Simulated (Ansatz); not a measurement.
# Grüneisen parameters and expansion of Mo (Im-3m), part 2 of 3

Wanted: mode Grüneisen parameters of Mo and a free-energy fit over volumes.

Ansatz 0.2.0; DFT LDA, scalar-relativistic, plane waves, PAW; PAW set soft_1.

So far. Step 2 (Probe on a coarse mesh): The start is under -8.7 GPa at this level and looks like a metal on this mesh. Step 5 (Relaxing to small residual forces and stress): The residual pressure is 1.5e-4 GPa, small enough for phonons.

### Step 6. Lattice dynamics at this volume, V/V0 1

Phonons at this volume give one point of F(V, T); meshes stay fixed along the series.

File input.yaml:

```yaml
crystal:
  lattice:
    - [-1.5559997417, 1.5559997417, 1.5559997417]
    - [1.5559997417, -1.5559997417, 1.5559997417]
    - [1.5559997417, 1.5559997417, -1.5559997417]
  atoms:
    - { symbol: Mo, position: [0.0, 0.0, 0.0] }
kpoints:
  mp_grid: { grid: [20, 20, 20] }
hamiltonian:
  xc: lda
  pseudopotentials: { kind: paw, azcp: { folder: soft_1 }, xc_functional: pbe }
scf:
  occupations: { method: methfessel_paxton, width: 0.2 }
  lower_state_search: "off"
output:
  eigenvalues: true
phonons:
  method: dfpt
  qmesh: [4, 4, 4]
  temperatures: { t_max: 1000, t_step: 50 }
  qpath:
    path:
      - [[0.0, 0.0, 0.0], [0.5, -0.5, 0.5], [0.0, 0.0, 0.5], [0.0, 0.0, 0.0], [0.25, 0.25, 0.25], [0.5, -0.5, 0.5]]
      - [[0.25, 0.25, 0.25], [0.0, 0.0, 0.5]]
    npoints: 10
```

On the command line:

```bash
$ ansatz run input.yaml --threads 8 --pin off --max-ram 16384MiB --backend cpu --events-out ev --progress --plain --runs-dir out
```

Numbers of over 12 decimals in the logs are rounded to 6 here.

What it wrote:

```text
[...]
Crystal: 1 atoms, lattice volume = 15.069 Å³
Basis set: ecut = 420 eV, 321 PW (Γ), exchange–correlation on 40×40×40 points (8 copies of the dense FFT grid, shifted against one another)
Bands: 11, of which v1, the nominal top of the filled ones, is band 7 counted from 1 (6 counted from 0)
Symmetry: 48 space group operations
k-points: 256 of 8000
[...]
SCF iter   1: F=—  HF=-4843.581252 eV  |F-HF|=—  |Δ(HF+E_count)|=         —  Δρ=1.10e-1  dr2=1.73e0  ethr=3.10e-3  ⟨swp⟩=4.9  Hψ=15083  notcnv=0
[...]
SCF iter   8: F=-4842.888875 eV  HF=-4842.888875 eV  |F-HF|=9.09e-13  |Δ(HF+E_count)|=  2.36e-11  S|Δr|=    0.00e0  Δρ=4.68e-8  dr2=5.96e-14  ethr=1.00e-12  ⟨swp⟩=5.3  Hψ=10382  notcnv=0
SCF 1 converged in 8 iterations: F = -4842.888875 eV  dr2 = 5.96e-14
[...]
NSCF: frozen V_eff on 256 k-points
[...]
DFPT response loops at q = (0, 0, 0) (fractional): preconditioner auto → Kerker (q_TF=auto, 2.695 Å⁻¹) (partly filled bands, converged f_vac=0.000); β = 1.00, the filter's whole step (`scf.mixing.beta` (0.50) is not read by the response loops under this deck's `scf.mixing.preconditioner`; to damp them name `kerker` or `kerker_dos`, under which they read `scf.mixing.beta`, and type it under 1.00, their step now; both keys bind the ground state too); Broyden in place of MSR1
[...]
SCF converged after 8 iterations
[...]
Free energy (F): -4842.888875 eV
[...]
Internal energy: -4842.888718 eV  (E = F + TS)
E sigma→0 (E₀):  -4842.888836 eV
Entropy (-TS):   -0.000157 eV (-0.157 meV/atom)
Fermi energy:    21.729541 eV
[...]
--- Band table (eV; the first three rows and the last of 256) ---
  k-point 0: bands = [... 3 lower, -12.6698, 14.3409, 20.2573, 20.2573, 20.2573, 23.3940, 23.3940, 36.4734]
  k-point 1: bands = [... 3 lower, -12.6701, 14.4573, 20.1906, 20.2473, 20.3671, 23.2922, 23.3955, 36.5633]
  k-point 2: bands = [... 3 lower, -12.6711, 14.7919, 20.0031, 20.2048, 20.6929, 23.0550, 23.4035, 36.7935]
  k-point 255: bands = [... 3 lower, -13.7544, 15.9625, 15.9625, 25.9185, 25.9185, 25.9185, 31.0277, 31.0277]
--- Phonons (Γ-DFPT): 1 representative perturbation + reference (Σ response iterations 3) ---
  ASR residual: 1.386e-5 → 0.000e0 eV/Å²; symmetrization residual: 6.821e-13 eV/Å²
  ASR residual per site (eV/Å²): 1.39e-5
  Γ frequencies (cm⁻¹): 0.00 0.00 0.00
--- Phonons (arbitrary-q DFPT): 8 irreducible q on the 4×4×4 mesh ---
  q = [0.0000, 0.0000, 0.0000] (star 1, of the zone-centre solve; hermiticity 1.62e-8, symmetrization 4.92e-8): 0.00 0.00 0.00
  q = [0.0000, 0.0000, 0.2500] (star 12, 2 solved perturbations in 6410 linear systems a pass and spin channel, the states on 4200 of 8000 k-point pairs; hermiticity 4.49e-14, symmetrization 6.91e-14): 117.80 135.86 202.04
[...]
q = [0.2500, 0.2500, 0.2500] (star 2, 1 solved perturbation on 1116 of 8000 k-point pairs; hermiticity 1.37e-14, symmetrization 1.65e-13): 217.65 217.65 217.65
[...]
sum rule: each row above includes the acoustic sum rule's correction from the zone centre's row sums; it moved no ω² by more than (0.20 cm⁻¹)²
  mesh force constants: q→R imaginary residual 0.00e0; ASR residual 1.386e-5 → 0.000e0 eV/Å²; symmetrization residual 1.599e-14 eV/Å²
  interpolated dispersion: 62 rows × 3 modes
  density of states and harmonic sums: on the 28×28×28 q-mesh, interpolated from the force constants of a 4×4×4 supercell (no non-analytic term)
  largest difference from the sums on the solved wave vectors: F 1.04e-2 eV, S 1.44e-5 and C_V 4.03e-6 eV/K
  zero-point energy: 0.036354 eV/cell   skipped modes (ω ≤ 0): 3   left out of the sums: 4.56e-5 of the cell's modes: C_V's classical limit lies that fraction below 3 k_B per atom; for a crystal, a wire or a layer, F and S can be off by more, and a phonons.interpolated_qmesh denser along its periods is the remedy for the sampling
```

The job ended after 74 s (8 threads of Arm Neoverse V1, shared host; peak memory 3.2 GiB).

Numbers from this step:

| Item | Value |
| --- | --- |
| Γ frequencies | 0, 0, 0 cm⁻¹ (negative: imaginary) |
| lowest frequency on the path | 0 cm⁻¹ |
| zero-point energy | 0.03635 eV/cell |
| highest frequency | 273.1 cm⁻¹ |
| Debye temperature from the second moment | 372 K |

No LO-TO term. The phonon branches at the labelled points (cm⁻¹):

```tsv
point	branch 1	branch 2	branch 3
Γ	0	0	0
halfway	148	148	241
H	173	173	173
halfway	178	215	241
N	165	200	273
halfway	118	136	202
Γ	0	0	0
halfway	168	168	209
P	218	218	218
halfway	208	232	232
H	173	173	173
jump to P	218	218	218
halfway	199	210	249
N	165	200	273
```

The phonon branches as a text plot (rows in cm⁻¹):

```
    267 |                  *****                               **
    256 |       *         *                                   *
    245 |     ** *       *      *                            *
    233 |                                    *    ****      *
    222 |         *     * *                 * ****    *    *
    211 |    *         *** *               * *** ***** *   ****
    199 |              *    ***  *                    **       **
    188 |          *  *        *          * *           *     *
    176 |   *    **********     *                        **    *
    165 |       *          ****   *        *                    *
    154 |                      *         *
    142 |     **                *         *
    131 |  * *                   * *
    119 |                        *
    108 |                         *     **
     97 |   *                     * *
     85 |                          *
     74 |  *                       *    *
     63 | *                         *
     51 |                           ** *
     40 | *                            *
     28 |                            *
     17 |
      6 |*                            *
         Γ           H       N        Γ         P        H|P    N
```

Tetrahedra on 28 28 28, mean over bins of 5 cm⁻¹. The phonon density of states by wavenumber; read off at these points:

```tsv
wavenumber (cm⁻¹)	phonon density of states (1/cm⁻¹/cell)
2	0
12	2.0e-5
22	1.2e-4
32	2.4e-4
38	3.4e-4
48	5.6e-4
58	8.5e-4
68	0.0012
78	0.00163
88	0.00217
98	0.00283
102	0.00323
112	0.00413
122	0.00527
132	0.00674
142	0.00874
152	0.0116
162	0.0169
172	0.0251
178	0.0340
188	0.0263
198	0.0289
208	0.0338
218	0.0209
228	0.0131
238	0.0173
242	0.0215
252	0.0302
262	0.0104
272	0.00167
```

Harmonic. Thermo, by row:

```tsv
T (K)	F_vib (meV/atom)	S (J/mol-atom/K)	C_V (J/mol-atom/K)
0	36.35	0	0
50	36.22	1.144	3.703
100	34.26	6.911	13.5
150	28.95	13.49	18.66
200	20.43	19.24	21.1
250	9.17	24.1	22.38
300	-4.42	28.25	23.12
350	-20.02	31.85	23.59
400	-37.36	35.02	23.9
450	-56.25	37.85	24.11
500	-76.54	40.4	24.27
550	-98.08	42.72	24.38
600	-120.8	44.84	24.47
650	-144.5	46.8	24.54
700	-169.3	48.62	24.59
750	-194.9	50.32	24.64
800	-221.4	51.91	24.68
850	-248.7	53.41	24.7
900	-276.7	54.82	24.73
950	-305.5	56.16	24.75
1000	-334.9	57.43	24.77
```

The modes has structure finer than the step of the table below, so its rows give means over 10 cm⁻¹, whole bins alone (the curve runs from -10 to 291 cm⁻¹). Peaks (cm⁻¹: height): 175.3: 0.0327, 186.6: 0.0314, 203.6: 0.0336, 250.9: 0.0304.

Phonopy on the run's constants, 21x21x21 mesh, Gaussian sigma 2.1 cm⁻¹. Table of modes by wavenumber; means over each step:

```tsv
wavenumber (cm⁻¹)	modes (1/cm⁻¹/cell)
0	3.1e-5
10	1.0e-7
20	8.8e-5
30	2.4e-4
40	3.8e-4
50	7.5e-4
60	6.1e-4
70	0.00183
80	0.00124
90	0.00279
100	0.00243
110	0.00491
120	0.00402
130	0.00709
140	0.00821
150	0.0104
160	0.0160
170	0.0240
180	0.0289
190	0.0266
200	0.0317
210	0.0308
220	0.0177
230	0.0144
240	0.0191
250	0.0275
260	0.0136
270	0.00451
280	8.2e-5
```

No mode is imaginary beyond numerical noise at the solved wavevectors.

### Step 7. Single point at a scaled cell, V/V0 1.015

Symmetry fixes every atom, so a single point at the scaled cell gives the energy and pressure of this member.

input.yaml, the sections that differ from step 6:

```yaml
crystal:
  lattice:
    - [-1.5637411614, 1.5637411614, 1.5637411614]
    - [1.5637411614, -1.5637411614, 1.5637411614]
    - [1.5637411614, 1.5637411614, -1.5637411614]
  atoms:
    - { symbol: Mo, position: [0.0, 0.0, 0.0] }
output:
  forces: true
  stress: true
  eigenvalues: true
# kpoints, hamiltonian, scf: as in step 6
# phonons: removed
```

What it wrote:

```text
[...]
Crystal: 1 atoms, lattice volume = 15.295 Å³
Basis set: ecut = 420 eV, 321 PW (Γ)
Bands: 11, of which v1, the nominal top of the filled ones, is band 7 counted from 1 (6 counted from 0)
Symmetry: 48 space group operations
[...]
k-points: 256 of 8000
[...]
SCF iter   1: F=—  HF=-4843.596583 eV  |F-HF|=—  |Δ(HF+E_count)|=         —  Δρ=1.10e-1  dr2=1.79e0  ethr=3.10e-3  ⟨swp⟩=4.9  Hψ=15047  notcnv=0
[...]
SCF iter   6: F=-4842.885857 eV  HF=-4842.885857 eV  |F-HF|=2.38e-9  |Δ(HF+E_count)|=   1.13e-8  S|Δr|=    0.00e0  Δρ=6.34e-6  dr2=3.44e-9  ethr=3.95e-10  ⟨swp⟩=2.1  Hψ=10194  notcnv=0
SCF 1 converged in 6 iterations: F = -4842.885857 eV  dr2 = 3.44e-9
[...]
SCF converged after 6 iterations
[...]
Free energy (F): -4842.885857 eV
[...]
Internal energy: -4842.885817 eV  (E = F + TS)
E sigma→0 (E₀):  -4842.885847 eV
Entropy (-TS):   -0.000040 eV (-0.040 meV/atom)
Fermi energy:    21.352384 eV
[...]
--- Stress (GPa, compression-positive) ---
       -4.225256       0.000000      -0.000000
        0.000000      -4.225256      -0.000000
        0.000000       0.000000      -4.225256
  P = ⅓ Tr σ = -4.2253 GPa (-42.253 kbar)
--- Band table (eV; the first three rows and the last of 256) ---
  k-point 0: bands = [... 3 lower, -13.0774, 14.0130, 19.9131, 19.9131, 19.9131, 22.9923, 22.9923, 36.0824]
  k-point 1: bands = [... 3 lower, -13.0777, 14.1274, 19.8480, 19.9034, 20.0207, 22.8935, 22.9938, 36.1698]
  k-point 2: bands = [... 3 lower, -13.0786, 14.4567, 19.6648, 19.8619, 20.3400, 22.6628, 23.0020, 36.3928]
  k-point 255: bands = [... 3 lower, -14.1152, 15.7069, 15.7069, 25.4563, 25.4563, 25.4563, 30.5342, 30.5342]
```

Run time: 1.1 s. Hardware: 8 threads; peak memory 0.31 GiB; 3.6 s of CPU time.

Numbers from this step:

| Item | Value |
| --- | --- |
| pressure | -4.225 GPa |
| volume per atom | 15.30 Å³/atom |

The run ends at a pressure of -4.23 GPa.

### Step 8. Lattice dynamics at this volume, V/V0 1.015

Phonons at this volume give one point of F(V, T); meshes stay fixed along the series.

input.yaml: that of step 7 with these lines changed.

```diff
@@ -16,4 +16,11 @@
 output:
-  forces: true
-  stress: true
   eigenvalues: true
+phonons:
+  method: dfpt
+  qmesh: [4, 4, 4]
+  temperatures: { t_max: 1000, t_step: 50 }
+  qpath:
+    path:
+      - [[0.0, 0.0, 0.0], [0.5, -0.5, 0.5], [0.0, 0.0, 0.5], [0.0, 0.0, 0.0], [0.25, 0.25, 0.25], [0.5, -0.5, 0.5]]
+      - [[0.25, 0.25, 0.25], [0.0, 0.0, 0.5]]
+    npoints: 10
```

What it wrote:

```text
[...]
Crystal: 1 atoms, lattice volume = 15.295 Å³
Basis set: ecut = 420 eV, 321 PW (Γ), exchange–correlation on 40×40×40 points (8 copies of the dense FFT grid, shifted against one another)
Bands: 11, of which v1, the nominal top of the filled ones, is band 7 counted from 1 (6 counted from 0)
Symmetry: 48 space group operations
k-points: 256 of 8000
[...]
k-point 255: bands = [... 3 lower, -14.1151, 15.7069, 15.7069, 25.4563, 25.4563, 25.4563, 30.5342, 30.5342]
[...]
ASR residual: 7.571e-6 → 0.000e0 eV/Å²; symmetrization residual: 7.579e-13 eV/Å²
  ASR residual per site (eV/Å²): 7.57e-6
  Γ frequencies (cm⁻¹): 0.00 0.00 0.00
--- Phonons (arbitrary-q DFPT): 8 irreducible q on the 4×4×4 mesh ---
[...]
interpolated dispersion: 62 rows × 3 modes
[...]
[key lines of the parts left out:]
SCF converged after 8 iterations
Free energy (F): -4842.885857 eV
Fermi energy:    21.352410 eV
```

Run time: 74 s. Hardware: 8 threads; peak memory 3.2 GiB.

No LO-TO term. Phonon branches along the path, in cm⁻¹:

```tsv
point	branch 1	branch 2	branch 3
Γ	0	0	0
halfway	144	144	236
H	167	167	167
halfway	172	212	233
N	160	198	264
halfway	115	134	196
Γ	0	0	0
halfway	165	165	202
P	212	212	212
halfway	205	225	225
H	167	167	167
jump to P	212	212	212
halfway	194	207	241
N	160	198	264
```

The phonon branches as a text plot (rows in cm⁻¹):

```
    259 |                  *****                               **
    248 |       *         *                                   *
    237 |     ** *       *      *                            *
    226 |                                         ****      *
    215 |    *    *     ***                 ******    *    **
    204 |              **  **              * **  *******    *****
    193 |              *     **  *          *          *
    182 |          *  *        *          *             *     *
    171 |   *    **********     * *        *             **    *
    160 |       *          ****                                 *
    149 |     **               **        *
    138 |                        *        *
    127 |  * *                     *
    116 |                        *
    105 |                         *     **
     94 |   *                     * *
     83 |                          *
     72 |  *                       *    *
     61 | *                         *
     50 |                           ** *
     39 | *                            *
     28 |                            *
     17 |
      6 |*                            *
         Γ           H       N        Γ         P        H|P    N
```

No mode is imaginary beyond numerical noise at the solved wavevectors.

### Step 9. A cell at another volume, V/V0 0.985

Symmetry fixes every atom, so a single point at the scaled cell gives the energy and pressure of this member.

input.yaml, the sections that differ from step 8:

```yaml
crystal:
  lattice:
    - [-1.5481805156, 1.5481805156, 1.5481805156]
    - [1.5481805156, -1.5481805156, 1.5481805156]
    - [1.5481805156, 1.5481805156, -1.5481805156]
  atoms:
    - { symbol: Mo, position: [0.0, 0.0, 0.0] }
output:
  forces: true
  stress: true
  eigenvalues: true
# kpoints, hamiltonian, scf: as in step 8
# phonons: removed
```

What it wrote:

```text
[...]
Crystal: 1 atoms, lattice volume = 14.843 Å³
Basis set: ecut = 420 eV, 321 PW (Γ)
Bands: 11, of which v1, the nominal top of the filled ones, is band 7 counted from 1 (6 counted from 0)
Symmetry: 48 space group operations
[...]
k-points: 256 of 8000
[...]
--- Band table (eV; the first three rows and the last of 256) ---
  k-point 0: bands = [... 3 lower, -12.2503, 14.6803, 20.6110, 20.6110, 20.6110, 23.8069, 23.8069, 36.8742]
  k-point 1: bands = [... 3 lower, -12.2507, 14.7987, 20.5427, 20.6007, 20.7231, 23.7018, 23.8082, 36.9666]
  k-point 2: bands = [... 3 lower, -12.2518, 15.1389, 20.3506, 20.5571, 21.0556, 23.4579, 23.8161, 37.2046]
  k-point 255: bands = [... 3 lower, -13.3843, 16.2248, 16.2248, 26.3943, 26.3943, 26.3943, 31.5362, 31.5362]
[key lines of the parts left out:]
SCF converged after 6 iterations
Free energy (F): -4842.885701 eV
Fermi energy:    22.118050 eV
P = ⅓ Tr σ = 4.5567 GPa (45.567 kbar)
```

Run time: 0.62 s. Hardware: 8 threads; peak memory 0.31 GiB; 3.1 s of CPU time.

The run ends at a pressure of 4.56 GPa.

### Step 10. Phonons, V/V0 0.985

Phonons at this volume give one point of F(V, T); meshes stay fixed along the series.

input.yaml: that of step 9 with these lines changed.

```diff
@@ -16,4 +16,11 @@
 output:
-  forces: true
-  stress: true
   eigenvalues: true
+phonons:
+  method: dfpt
+  qmesh: [4, 4, 4]
+  temperatures: { t_max: 1000, t_step: 50 }
+  qpath:
+    path:
+      - [[0.0, 0.0, 0.0], [0.5, -0.5, 0.5], [0.0, 0.0, 0.5], [0.0, 0.0, 0.0], [0.25, 0.25, 0.25], [0.5, -0.5, 0.5]]
+      - [[0.25, 0.25, 0.25], [0.0, 0.0, 0.5]]
+    npoints: 10
```

What it wrote:

```text
[...]
Crystal: 1 atoms, lattice volume = 14.843 Å³
Basis set: ecut = 420 eV, 321 PW (Γ), exchange–correlation on 36×36×36 points (8 copies of the dense FFT grid, shifted against one another)
Bands: 11, of which v1, the nominal top of the filled ones, is band 7 counted from 1 (6 counted from 0)
Symmetry: 48 space group operations
k-points: 256 of 8000
[...]
k-point 255: bands = [... 3 lower, -13.3842, 16.2248, 16.2248, 26.3943, 26.3943, 26.3943, 31.5362, 31.5362]
[...]
ASR residual: 1.134e-5 → 0.000e0 eV/Å²; symmetrization residual: 5.305e-13 eV/Å²
  ASR residual per site (eV/Å²): 1.13e-5
  Γ frequencies (cm⁻¹): 0.00 0.00 0.00
--- Phonons (arbitrary-q DFPT): 8 irreducible q on the 4×4×4 mesh ---
[...]
interpolated dispersion: 62 rows × 3 modes
[...]
[key lines of the parts left out:]
SCF converged after 8 iterations
Free energy (F): -4842.885701 eV
Fermi energy:    22.118081 eV
```

Run time: 71 s. Hardware: 8 threads; peak memory 3.2 GiB; 8.2 min of CPU time.

No LO-TO term. The phonon branches at the labelled points (cm⁻¹):

```tsv
point	branch 1	branch 2	branch 3
Γ	0	0	0
halfway	151	151	246
H	180	180	180
halfway	184	219	249
N	170	203	282
halfway	121	138	208
Γ	0	0	0
halfway	171	171	216
P	223	223	223
halfway	211	240	240
H	180	180	180
jump to P	223	223	223
halfway	204	213	257
N	170	203	282
```

The phonon branches as a text plot (rows in cm⁻¹):

```
    276 |                  *****                               **
    264 |                 *                                   *
    253 |       **       *      *                            *
    241 |     **                             **    ***      *
    229 |         *     *                   *  * **   *    *
    217 |    *         ****                *  *******  *   ***
    206 |              *   ****  *           *       ***      ***
    194 |          *  *        *          * *           *     *
    182 |   *    **********     *                        **    *
    170 |       *          ****   *        *                    *
    159 |                      *         *
    147 |     **                *
    135 |  *                     * *      *
    123 |    *                   *
    112 |                         *     **
    100 |   *                     *
     88 |                          **
     76 |  *                       *    *
     65 | *
     53 |                           ** *
     41 | *
     29 |                            * *
     18 |
      6 |*                            *
         Γ           H       N        Γ         P        H|P    N
```

No mode is imaginary beyond numerical noise at the solved wavevectors.

### Step 11. A cell at another volume, V/V0 1.03

Symmetry fixes every atom, so a single point at the scaled cell gives the energy and pressure of this member.

input.yaml, the sections that differ from step 10:

```yaml
crystal:
  lattice:
    - [-1.5714066817, 1.5714066817, 1.5714066817]
    - [1.5714066817, -1.5714066817, 1.5714066817]
    - [1.5714066817, 1.5714066817, -1.5714066817]
  atoms:
    - { symbol: Mo, position: [0.0, 0.0, 0.0] }
output:
  forces: true
  stress: true
  eigenvalues: true
# kpoints, hamiltonian, scf: as in step 10
# phonons: removed
```

What it wrote:

```text
[...]
Crystal: 1 atoms, lattice volume = 15.521 Å³
Basis set: ecut = 420 eV, 321 PW (Γ)
Bands: 11, of which v1, the nominal top of the filled ones, is band 7 counted from 1 (6 counted from 0)
Symmetry: 48 space group operations
[...]
k-points: 256 of 8000
[...]
--- Band table (eV; the first three rows and the last of 256) ---
  k-point 0: bands = [... 3 lower, -13.4734, 13.6961, 19.5781, 19.5781, 19.5781, 22.6013, 22.6013, 35.7008]
  k-point 1: bands = [... 3 lower, -13.4737, 13.8086, 19.5146, 19.5688, 19.6836, 22.5054, 22.6029, 35.7859]
  k-point 2: bands = [... 3 lower, -13.4745, 14.1328, 19.3355, 19.5283, 19.9967, 22.2810, 22.6113, 36.0018]
  k-point 255: bands = [... 3 lower, -14.4668, 15.4577, 15.4577, 25.0071, 25.0071, 25.0071, 30.0548, 30.0548]
[key lines of the parts left out:]
SCF converged after 6 iterations
Free energy (F): -4842.877100 eV
Fermi energy:    20.986188 eV
P = ⅓ Tr σ = -8.1396 GPa (-81.396 kbar)
```

Run time: 0.59 s. Hardware: 8 threads; peak memory 0.31 GiB.

The run ends at a pressure of -8.14 GPa.

(Part 2 of 3 ends here.)

[Logs are printed without paths, hosts, clocks, repeated set-up lines and the standing remarks that a program may print on its own settings, such as how far it seeks lower states.]

[Hosts, paths, dates, database ids (printed as entryN), source tags and the programs' standing remarks are cut or masked in the printed files.]

[A step with changed settings may run another functional than the one named; its input shows which.]

[Of the runs on displaced cells, only some may be shown.]
